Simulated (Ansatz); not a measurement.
# K3BrCl2 (P-3m1):V_Br, thermodynamic levels from a 54-atom cell

Charge states of V_Br in K3BrCl2 (P-3m1), set against the band edges. Model: a cell of 54 host atoms with 1 Br taken out.

Method: place-levels on PBEsol runs: charge-transition levels and formation energies with image-charge correction and potential alignment at the atomic sites, in Ansatz 0.2.0.

## (1) Starting point

The cell holds 53 atoms: 27 K, 8 Br and 18 Cl. Cell: a = 13.448 Å, b = 13.448 Å, c = 11.001 Å, α = 90.0°, β = 90.0°, γ = 120.0°. It derives from K3BrCl2 (space group P-3m1). Nearest the centre at fractional (0.333, 0.333, 0.000): K9 at 3.24 Å, K20 at 3.24 Å, K27 at 3.24 Å, K3 at 3.24 Å, K26 at 3.24 Å, K2 at 3.24 Å, Br33 at 4.48 Å, Br22 at 4.48 Å.

As a file:

```xyz
53
Lattice="13.4481 0.0000 0.0000 -6.7240 11.6464 0.0000 0.0000 0.0000 11.0008" Properties=species:S:1:pos:R:3 pbc="T T T"
K     0.0000    0.0000    5.5004
K     0.0000    2.5881    1.9516
K     2.2413    1.2940    9.0493
Br    0.0000    0.0000    0.0000
Cl    0.0000    2.5881    7.2760
Cl    2.2413    1.2940    3.7249
K    -2.2413    3.8821    5.5004
K    -2.2413    6.4702    1.9516
K     0.0000    5.1762    9.0493
Br   -2.2413    3.8821    0.0000
Cl   -2.2413    6.4702    7.2760
Cl    0.0000    5.1762    3.7249
K    -4.4827    7.7643    5.5004
K    -4.4827   10.3524    1.9516
K    -2.2413    9.0583    9.0493
Br   -4.4827    7.7643    0.0000
Cl   -4.4827   10.3524    7.2760
Cl   -2.2413    9.0583    3.7249
K     4.4827    0.0000    5.5004
K     4.4827    2.5881    1.9516
K     6.7240    1.2940    9.0493
Br    4.4827    0.0000    0.0000
Cl    4.4827    2.5881    7.2760
Cl    6.7240    1.2940    3.7249
K     2.2413    3.8821    5.5004
K     2.2413    6.4702    1.9516
K     4.4827    5.1762    9.0493
Cl    2.2413    6.4702    7.2760
Cl    4.4827    5.1762    3.7249
K     0.0000    7.7643    5.5004
K     0.0000   10.3524    1.9516
K     2.2413    9.0583    9.0493
Br    0.0000    7.7643    0.0000
Cl    0.0000   10.3524    7.2760
Cl    2.2413    9.0583    3.7249
K     8.9654    0.0000    5.5004
K     8.9654    2.5881    1.9516
K    11.2067    1.2940    9.0493
Br    8.9654    0.0000    0.0000
Cl    8.9654    2.5881    7.2760
Cl   11.2067    1.2940    3.7249
K     6.7240    3.8821    5.5004
K     6.7240    6.4702    1.9516
K     8.9654    5.1762    9.0493
Br    6.7240    3.8821    0.0000
Cl    6.7240    6.4702    7.2760
Cl    8.9654    5.1762    3.7249
K     4.4827    7.7643    5.5004
K     4.4827   10.3524    1.9516
K     6.7240    9.0583    9.0493
Br    4.4827    7.7643    0.0000
Cl    4.4827   10.3524    7.2760
Cl    6.7240    9.0583    3.7249
```

Known beforehand: the electronic dielectric constant, 2.47, and the static one, 5.30, from a response run on this crystal (DFPT, PBEsol) at that run's own cell.

The cell's shortest repeat is 11.0 Å.

## (2) What was run first

Levels follow from differences of total energies between charge states, each relaxed by itself.

Each atom starts 0.05 Å or so off its site in a random direction: a symmetric start keeps its symmetry, and would miss off-centre moves and Jahn–Teller distortions. Forces are taken at one point at (¼, ¼, ¼). The cell holds 1 electron more than the neutral one, with a uniform background that keeps it neutral on the whole.

The sampling was tested on the host first: at the k-points planned (1x1x1 shifted 0.25 0.25 0.25) its energy lies 0.000 eV an atom from the dense-mesh value, under the bound of 0.02 eV set for this test; that bounds the host's error, not the defect's.

One state's input; the others differ in charge, spin, start and seed, and in occupations where the table says so.

qm1.relax/input.yaml reads:

```yaml
crystal:
  lattice:
    - [4.48269932, 3.0e-08, 0.0]
    - [-2.24134968, 3.88213147, 0.0]
    - [0.0, 0.0, 11.00083486]
  atoms:
    - { symbol: K, position: [0.0, 0.0, 0.5] }
    - { symbol: K, position: [0.33333333, 0.66666667, 0.17740122] }
    - { symbol: K, position: [0.66666667, 0.33333333, 0.82259878] }
    - { symbol: Br, position: [0.0, 0.0, 0.0] }
    - { symbol: Cl, position: [0.33333333, 0.66666667, 0.6614024] }
    - { symbol: Cl, position: [0.66666667, 0.33333333, 0.3385976] }
  supercell: [3, 3, 1]
  defects: [{ vacancy: 27 }]
total_charge: -1
basis:
  ecutwfc: 420
  xc_grid: 2
hamiltonian:
  xc: pbesol
kpoints:
  mp_grid: { grid: [1, 1, 1], shift: [0.25, 0.25, 0.25] }
scf:
  occupations: { method: fixed }
  max_iter: 80
output:
  forces: true
  charged_corrections: { epsilon: 2.47, static_epsilon: 5.3 }
relax:
  f_tol: 0.02
  max_steps: 80
  random_displacement: { amplitude: 0.05, seed: 895 }
checkpoint:
  write: "../qm1.relax.run"
  compress: false
  write_wavefunctions: true
  write_every: 100000
```

Started as:

```
$ ansatz run input.yaml --threads 4 --pin off --max-ram 14131MiB --backend cpu --events-out ev --progress --plain --runs-dir out
```

The relaxed structure is kept and the sampling changed to a 2×2×2 shifted mesh.

The run of this state that the levels use, under PBEsol:

qm1.point/input.yaml reads:

```yaml
crystal:
  checkpoint: "../qm1.relax.run"
  host: checkpoint
total_charge: -1
basis:
  ecutwfc: 420
  xc_grid: 2
hamiltonian:
  xc: pbesol
kpoints:
  mp_grid: { grid: [2, 2, 2], shift: [0.5, 0.5, 0.5] }
scf:
  occupations: { method: fermi_dirac, width: 0.01 }
  max_iter: 80
output:
  forces: true
  eigenvalues: true
  charged_corrections:
    epsilon: 2.47
    static_epsilon: 5.3
    defect_position: [0.333333, 0.333333, 0.0]
  eigenstates: { localisation: true }
  populations: true
  band_densities: [{ bands: [v1, v1] }, { bands: [c1, c1] }]
  write_density: true
  write_potential: true
  volumetric_format: npy
checkpoint:
  read: "../qm1.relax.run"
  write: "../qm1.point.run"
  compress: false
  write_wavefunctions: false
  write_every: 100000
```

Relaxations under PBEsol at one point at (¼, ¼, ¼); times on 4 threads of Arm Neoverse V1, shared host:

```tsv
charge	moment (μB)	occupations	outcome	steps	largest displacement against the far atoms (Å)	time
−1	0	fixed	converged	4	0.13	89 s
0	1	fixed	converged	3	0.01	2.3 min
+1	0	fixed	converged	4	0.22	86 s
−1	2	fixed	converged	3	0.03	2.4 min
```

Single points under PBEsol at a 2×2×2 shifted mesh; times on 4 threads of Arm Neoverse V1, shared host:

```tsv
charge	moment (μB)	occupations	outcome	time
−1	0	fermi-dirac	converged	2.8 min
0	1	fermi-dirac	converged	5.9 min
+1	0	fermi-dirac	converged	2.6 min
−1	2	fermi-dirac	converged	6.2 min
```

Distances (Å) from the ideal centre to the nearest atoms after relaxation with PBEsol:

```tsv
charge	moment (μB)	1.	2.	3.	4.	5.	6.
−1	0	K 3.11	K 3.11	K 3.11	K 3.11	K 3.11	K 3.13
−1	2	K 3.21	K 3.22	K 3.22	K 3.22	K 3.24	K 3.25
0	1	K 3.23	K 3.23	K 3.23	K 3.23	K 3.23	K 3.23
+1	0	K 3.46	K 3.46	K 3.46	K 3.46	K 3.46	K 3.46
```

## (3) Placing the levels, PBEsol

A charged cell interacts with its images and the background, and its potential has another zero than the host's. place-levels removes the first by a point-charge model, screened by the static dielectric constant since the ions have relaxed around the charge, and the second by comparing potentials at atoms far from the defect.

The host is a run of the defect-free crystal in the same cutoffs, grids and k-points, so that basis and sampling errors cancel in part in the differences. The host is run in a cell of 6 atoms on a matching mesh. Its band edges are searched through the zone by a band path, so the gap is smaller than, or equal to, that on the mesh. Chemical potentials are energies per atom of Br (solid Br2 (Cmce)), run with the same functional and cutoff.

levels.point.yaml reads:

```yaml
host:
  run: host.point.run
states: [qm1.point.run, q0_M1.point.run, qp1.point.run, qm1_M2.point.run]
geometry_from:
  qm1.point.run: qm1.relax.run
  q0_M1.point.run: q0_M1.relax.run
  qp1.point.run: qp1.relax.run
  qm1_M2.point.run: qm1_M2.relax.run
  host.point.run: host.relax.run
chemical_potentials:
  Br:
    energy: -2736.47272
    dataset: "<sha256 of the dataset>"
epsilon: 2.47
static_epsilon: 5.3
vertical:
  - { from: qm1.point.run, to: qm1.point_neutral.run }
  - { from: qp1.point.run, to: qp1.point_neutral.run }
  - { from: qm1_M2.point.run, to: qm1_M2.point_neutral.run }
```

Started as:

```
$ ansatz place-levels levels.point.yaml -- --threads 4 --pin off --max-ram 14131MiB
```

Numbers of over 12 decimals in the logs are rounded to 6 here.

The log of the run:

```text
[... repeated set-up lines and file paths are left out, and long positions are rounded to six places ...]
(+1/0) 3.732 eV above the valence edge, 0.809 eV under the conduction edge
(0/-1) 4.725 eV above the valence edge (+4.779 eV without the band-filling correction), in the conduction band
formation energy of charge +1: +0.177 eV with the Fermi level at the valence edge
formation energy of charge 0: +3.909 eV with the Fermi level at the valence edge
formation energy of charge -1: +8.634 eV with the Fermi level at the valence edge
vertical -1 to 0: no energy, since no alignment is typed
  the change from vertical[0].from (qm1.point.run) to vertical[0].to (qm1.point_neutral.run): by its potential at epsilon 2.47 it stands at 0.333 0.333 1.000, with an rms radius of about 3.6 Å (2.1 2.1 2.0 Å across the planes of the cell's vectors); [...]
vertical +1 to 0: no energy, since no alignment is typed
  the change from vertical[1].from (qp1.point.run) to vertical[1].to (qp1.point_neutral.run): by its potential at epsilon 2.47 it stands at 0.334 0.334 1.000, with an rms radius of about 2.5 Å (1.5 1.5 1.4 Å across the planes of the cell's vectors); [...]
vertical -1 to 0: no energy, since no alignment is typed
  the change from vertical[2].from (qm1_M2.point.run) to vertical[2].to (qm1_M2.point_neutral.run): by its potential at epsilon 2.47 it is spread over the cell along a vector, with an rms radius of about 8.3 Å (4.4 4.5 5.3 Å across the planes of the cell's [...]
  edges by pbesol, gap 4.541 eV; the host is sampled to repeats of 26.90 Å
  the defect's cells are sampled to repeats of 26.90 Å, like sampling
  charge +1: -82021.7241 eV with its correction of +0.184 eV, at epsilon 5.3, aligned at sites: -0.1387 eV, mean over 35 atomic sites at or beyond 5.50 Å from the defect at [0.3333, 0.3333, 0.0000], with +0.000000 for the charge's moments and without [...]
  charge 0: +0.000 eV for its dipole among its images, +0.000 omitted
  charge -1: -82010.5750 eV with its correction of +0.398 eV, at epsilon 5.3, aligned at sites: -0.0752 eV, mean over 35 atomic sites at or beyond 5.50 Å from the defect at [0.3333, 0.3333, 0.0000], with +0.000000 for the charge's moments and without [...]
  charge -1: states[3] (qm1_M2.point.run) stands 0.505 eV higher, with a moment of 2.00 μB against 0.00
  of states[2] (qp1.point.run): its displacements don't fall off away from the defect: farther atoms stand 0.03 Å off the host's places. [...]
  of states[0] (qm1.point.run): it parts from the run at its places by a charge that spreads by about 2 Å along one vector (1.9 Å or more is wide), by its potential at epsilon 2.47, taken for that of held ions (one typed too small widens it), where the cell [...]
  of states[3] (qm1_M2.point.run): it parts from the run at its places by a charge that spreads by about 5.3 Å along one vector (1.9 Å or more is wide), by its potential at epsilon 2.47, taken for that of held ions (one typed too small widens it), where the [...]
  of vertical[0].from (qm1.point.run): its displacements don't fall off away from the defect: farther atoms stand 0.015 Å off the host's places. [...]
  of vertical[0].to (qm1.point_neutral.run): its displacements don't fall off away from the defect: farther atoms stand 0.015 Å off the host's places. [...]
  of vertical[1].from (qp1.point.run): its displacements don't fall off away from the defect: farther atoms stand 0.03 Å off the host's places. [...]
  of vertical[1].to (qp1.point_neutral.run): its displacements don't fall off away from the defect: farther atoms stand 0.03 Å off the host's places. [...]
  of vertical[2].from (qm1_M2.point.run): its moments are held at its close (magnetization.spin_locking), by a field of 0.288 eV a Bohr magneton, and its energy and levels are of the state that this holds: a run that lets them go can end lower; [...]
```

Run time: 0.46 s. Hardware: 4 threads of Arm Neoverse V1, shared host.

Under PBEsol the gap is 4.54 eV, (+1/0) 3.73, (0/−1) 4.73 (outside the gap) (with band filling) eV.

Levels between the charges placed, in eV above the valence top:

```tsv
	gap (eV)	(+1/0)	(0/−1)
PBEsol	4.54	3.73	4.73
```

Corrections by state:

```tsv
charge	moment (μB)	image terms and alignment (eV)	band filling (eV)	ε used	over the lowest of its charge, as the program ranks them, band filling apart (eV)
+1	0.0	0.184	-	5.30	0.000
0	1.0	0.000	-	-	0.000
−1	0.0	0.398	-0.054	5.30	0.000
−1	2.0	0.355	-	5.30	0.505
```

The charged structures listed were also run neutral, and place-levels reads from each pair, by the potential or the spins, how wide the charge is by which they differ; that can be the carrier of either run.

```tsv
charge	rms radius (Å)	spread where it is widest against the cell (Å)	wide from (Å)	reading
+1	2.5	1.49	2.02	narrow
−1	3.6	2.04	1.91	wide
```

The neutral runs of these pairs need not share the spin of the lowest neutral state, and very wide values only mean spread over the cell.

From the program's caveats on the states, each cut to its opening words:

- charge +1: its displacements don't fall off away from the defect: farther atoms stand 0.03 Å off the host's places
- charge −1: it parts from the run at its places by a charge that spreads by about 2 Å along one vector (1.9 Å or more is wide), by its potential at epsilon 2.47, taken for [...]
- charge −1: a band-filling correction moves a carrier to the host's band edge, which changes its energy by -0.054 eV
- charge −1: its displacements don't fall off away from the defect: farther atoms stand 0.015 Å off the host's places
- charge −1 (2 μB): it parts from the run at its places by a charge that spreads by about 5.3 Å along one vector (1.9 Å or more is wide), by its potential at epsilon 2.47, taken [...]
- charge −1 (2 μB): its moments are held at its close (magnetization.spin_locking), by a field of 0.288 eV a Bohr magneton, and its energy and levels are of the state that this [...]

Chemical potentials of the elements' reference phases, run alike. Formation energy by charge state (elemental references; gap 4.54 eV):

```tsv
charge	at valence top (eV)	at conduction bottom (eV)	correction included (eV)
+1	0.18	4.72	0.18
0	3.91	3.91	0.00
−1	8.63	4.09	0.34
```

| Fermi level (eV) | lowest formation energy (eV) |
| --- | --- |
| 0.00 | 0.18 |
| 0.41 | 0.59 |
| 0.82 | 1.00 |
| 1.24 | 1.41 |
| 1.65 | 1.83 |
| 2.06 | 2.24 |
| 2.48 | 2.66 |
| 2.89 | 3.07 |
| 3.30 | 3.48 |
| 3.72 | 3.89 |
| 4.13 | 3.91 |
| 4.54 | 3.91 |

## (4) Effect of the sampling

The relaxations' own energies give the levels at their sampling, for comparison.

levels.relax_mesh.yaml reads:

```yaml
host:
  run: host.relax.run
states: [qm1.relax.run, q0_M1.relax.run, qp1.relax.run, qm1_M2.relax.run]
chemical_potentials:
  Br:
    energy: -2736.47272
    dataset: "<sha256 of the dataset>"
```

Started as:

```
$ ansatz place-levels levels.relax_mesh.yaml -- --threads 4 --pin off --max-ram 14131MiB
```

The log of the run:

```text
(+1/0) 3.756 eV above the valence edge, 0.786 eV under the conduction edge
[...]
formation energy of charge +1: +0.180 eV with the Fermi level at the valence edge
formation energy of charge 0: +3.936 eV with the Fermi level at the valence edge
formation energy of charge -1: +8.618 eV with the Fermi level at the valence edge
  edges by pbesol, gap 4.542 eV; the host is sampled to repeats of 17.37 Å
[... the lines on each state left out ...]
```

The job ended after 0.14 s (4 threads).

Levels between neighbouring charges, in eV above the valence top:

```tsv
	gap (eV)	(+1/0)	(0/−1)
one point at (¼, ¼, ¼)	4.54	3.76	4.68
a 2×2×2 shifted mesh	4.54	3.73	4.73
```

Going from one point at (¼, ¼, ¼) to a 2×2×2 shifted mesh moves the levels that carry no band-filling term by up to 0.02 eV and formation energies against the elements by up to 0.03 eV; band-filling terms, which differ between samplings, are in these energies.

## (5) Levels against the band edges, r2SCAN

r2SCAN on the same structure is run to see how far the result rests on the functional, though not on the errors that semilocal functionals share; the sampling changes too, to one point at (¼, ¼, ¼), so differences hold both changes.

qm1.r2scan/input.yaml reads:

```yaml
crystal:
  checkpoint: "../qm1.relax.run"
  host: checkpoint
total_charge: -1
basis:
  ecutwfc: 500
  xc_grid: 2
hamiltonian:
  xc: r2scan
kpoints:
  mp_grid: { grid: [1, 1, 1], shift: [0.25, 0.25, 0.25] }
scf:
  occupations: { method: fermi_dirac, width: 0.01 }
  max_iter: 80
output:
  forces: true
  eigenvalues: true
  charged_corrections:
    epsilon: 2.47
    static_epsilon: 5.3
    defect_position: [0.333333, 0.333333, 0.0]
checkpoint:
  write: "../qm1.r2scan.run"
  compress: false
  write_wavefunctions: false
  write_every: 100000
```

It took 55 s on 4 threads; peak memory 3.5 GiB.

levels.r2scan.yaml reads:

```yaml
host:
  run: host.r2scan.run
  levels_from: { run: edges.r2scan.run }
states: [qm1.r2scan.run, q0_M1.r2scan.run, qp1.r2scan.run, qm1_M2.r2scan.run]
geometry_from:
  qm1.r2scan.run: qm1.relax.run
  q0_M1.r2scan.run: q0_M1.relax.run
  qp1.r2scan.run: qp1.relax.run
  qm1_M2.r2scan.run: qm1_M2.relax.run
  host.r2scan.run: host.relax.run
chemical_potentials:
  Br:
    energy: -2792.85859
    dataset: "<sha256 of the dataset>"
```

Started as:

```
$ ansatz place-levels levels.r2scan.yaml -- --threads 4 --pin off --max-ram 14131MiB
```

The log of the run:

```text
(+1/0) 4.015 eV above the valence edge, 1.297 eV under the conduction edge
[...]
formation energy of charge +1: +0.366 eV with the Fermi level at the valence edge
formation energy of charge 0: +4.381 eV with the Fermi level at the valence edge
formation energy of charge -1: +9.839 eV with the Fermi level at the valence edge
  edges by r2scan of host.levels_from (edges.r2scan.run), its mesh sampled to repeats of 31.38 Å (the valence edge +0.051 eV and the conduction edge -0.593 eV from those of the host's own run), gap 5.313 eV; the host is sampled to repeats of 17.37 Å
[... the lines on each state left out ...]
```

It took 0.27 s on 4 threads.

Under r2SCAN the gap is 5.31 eV, (+1/0) 4.02, (0/−1) 5.46 (outside the gap) (with band filling) eV.

## (6) The ladder

Levels between neighbouring charges, in eV above each run's own valence top:

```tsv
	gap (eV)	(+1/0)	(0/−1)	CPU time a state at this stage (restarts are quicker than cold starts)
PBEsol, 2×2×2 shifted mesh	4.54	3.73	4.73	16 min
r2SCAN on PBEsol structures, (¼, ¼, ¼)	5.31	4.02	5.46	8.3 min
```

## (7) What came out

```yaml
gap_of_the_host: 4.54 eV (PBEsol)
level_plus_1_over_0: 3.73 eV above the valence top
level_0_minus_1: 4.73 eV above the valence top, past the conduction bottom (4.78 eV above the valence top without the band-filling term)
lowest_of_the_charges_placed_just_above_the_valence_top_0p02_ev: +1
lowest_of_the_charges_placed_just_below_the_conduction_bottom_0p02_ev: 0
lowest_formation_energy_at_mid_gap_of_the_charges_run_elemental_references: 2.45 eV
```

What this shows: Of the charges placed (−1, 0 and +1), the lowest changes at 3.73 eV (+1/0) above the valence top, in a gap of 4.54 eV. Charges above +1 were not placed, so these runs say nothing of levels that involve them. States placed: +1 at 0 μB; 0 at 1 μB; −1 at 0 μB and 2 μB. Other spin states or structures, where not listed, weren't placed. The program finds carriers beyond a band edge of the host and adds a band-filling term at charge −1 (-0.05 eV); steps to such a charge show no bound level, and a defect level inside a band would be read the same way. Going from one point at (¼, ¼, ¼) to a 2×2×2 shifted mesh moves the levels that carry no band-filling term by up to 0.02 eV and formation energies against the elements by up to 0.03 eV; band-filling terms, which differ between samplings, are in these energies. What this leaves open: PBEsol makes the gap too small and tends to spread out bound carriers; where a gas molecule sets a chemical potential or the host's formation energy, its binding is uncorrected.

[Logs are printed without paths, hosts, clocks, repeated set-up lines and the standing remarks that a program may print on its own settings, such as how far it seeks lower states.]

[Hosts, paths, dates, database ids (printed as entryN), source tags and the programs' standing remarks are cut or masked in the printed files.]

[Where a table of states has a column of steps, it counts the stored structures, which are thinned; the runs took as many ionic steps or more.]

[A defect's name tells the site on which it was built; relaxed atoms can leave that site.]

[For some hosts the program warned that the k-mesh of the response run may be too coarse for force constants and the static dielectric constant; such warnings are not shown here.]
